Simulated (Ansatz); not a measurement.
# Random alloy of the fcc Cu-Al line, x = 0.1875 (128 atoms), relaxed: mesh and functional compared

Which bonds does the relaxation leave, and how do forces and pressure change with k-mesh and functional?

Calculated with Ansatz 0.2.0: Kohn-Sham DFT, PBE, PAW (set soft_2), plane waves; cutoff 420 eV, k-mesh 2×2×2, fermi-dirac smearing of 0.1 eV.

**The cell**

The cell holds 128 atoms: 104 Cu and 24 Al. Its edges and angles: a = 12.856 Å, b = 12.856 Å, c = 12.856 Å, α = 109.5°, β = 109.5°, γ = 109.5°. It derives from Cu (fcc Cu-Al) and Al. Fcc Cu-Al: 128 atoms, 24 of 128 Cu sites given to Al at random, cell and internal coordinates interpolated linearly between the end members (Vegard's rule); not relaxed, displaced by a Gaussian of 0.02 Å. Lattice constants are starting values near those of PBE.

Cell and atoms were relaxed with PBE. The walk converged after 4 steps by the program's count, with a largest force component of 0.00594 eV/Å; it began at an r.m.s. force component of 0.30 eV/Å. The edges went from 12.856, 12.856, 12.856 to 12.778, 12.757, 12.761 Å, and the volume from 12.778 to 12.486 Å³ an atom (-2.3 %).

The input of the reference single point:

```yaml
crystal:
  lattice:
    - [-7.3891, 7.37634, 7.36643]
    - [7.36776, -7.37931, 7.34807]
    - [7.37142, 7.36163, -7.36941]
  atoms:
    - { symbol: Cu, position: [0.49508, 0.99877, 0.99908] }
    - { symbol: Al, position: [0.74329, 0.1321, 0.12423] }
    - { symbol: Cu, position: [0.61932, 0.24984, 0.12467] }
    - { symbol: Cu, position: [0.62171, 0.12071, 0.25028] }
    [... 122 atom lines left out ...]
    - { symbol: Cu, position: [0.12368, 0.00084, 0.87477] }
    - { symbol: Cu, position: [0.1245, 0.87621, 0.99644] }
kpoints:
  mp_grid: { grid: [2, 2, 2] }
hamiltonian:
  xc: pbe
scf:
  occupations: { method: fermi_dirac, width: 0.1 }
output:
  forces: true
  stress: true
  populations: true
  dos:
    method: { smearing: { sigma: 0.08 } }
    de: 0.05
    projected: { site_lists: { Al: [Al], Cu: [Cu] } }
  eigenvalues: true
  write_density: true
  write_potential: true
  volumetric_format: npy
```

**Bonds after relaxation**

Neighbours by pair of elements; one cutoff, the widest of the pairs' first minima of g(r), serves all pairs of this metal:

```csv
pair A-B,cutoff (Å),bonds,mean length (Å),spread (Å),shortest (Å),B about A,A about B
Cu-Cu,3.12,512,2.60,0.03,2.53,9.85,9.85
Cu-Al,3.12,224,2.59,0.05,2.50,2.15,9.33
Al-Al,3.12,32,2.75,0.045,2.68,2.67,2.67
```

How many atoms have how many bonded neighbours:

```csv
element,mean,12
Al,12,24
Cu,12,104
```

**Levels of theory**

Single points at the relaxed geometry:

```
functional  k-mesh  pressure (GPa)  r.m.s. force component (eV/Å)  SCF cycles  time
       PBE   2×2×2            0.01                          0.002          11  20 s
       PBE   3×3×3            0.01                          0.009          11  43 s
    r2SCAN   2×2×2           -5.35                          0.021          16  33 s
    PBEsol   2×2×2           -6.54                          0.037          11  16 s
```

Cutoffs: 420 eV for PBE and PBEsol; 500 eV for r2SCAN.

**Findings**

Every run has partly filled levels at the Fermi energy, as in a metal. Against the reference the pressure changes with r2SCAN by -5.4 GPa and PBEsol by -6.5 GPa; a negative change means a smaller volume than PBE would take. The denser mesh moves the energy by +0.6 meV/atom and the pressure by +0.01 GPa.

Limits: All single points share the geometry relaxed with PBE. One random arrangement of the atoms on their sites.

[Logs are printed without paths, hosts, clocks, repeated set-up lines and the standing remarks that a program may print on its own settings, such as how far it seeks lower states.]

[Hosts, paths, dates, database ids (printed as entryN), source tags and the programs' standing remarks are cut or masked in the printed files.]
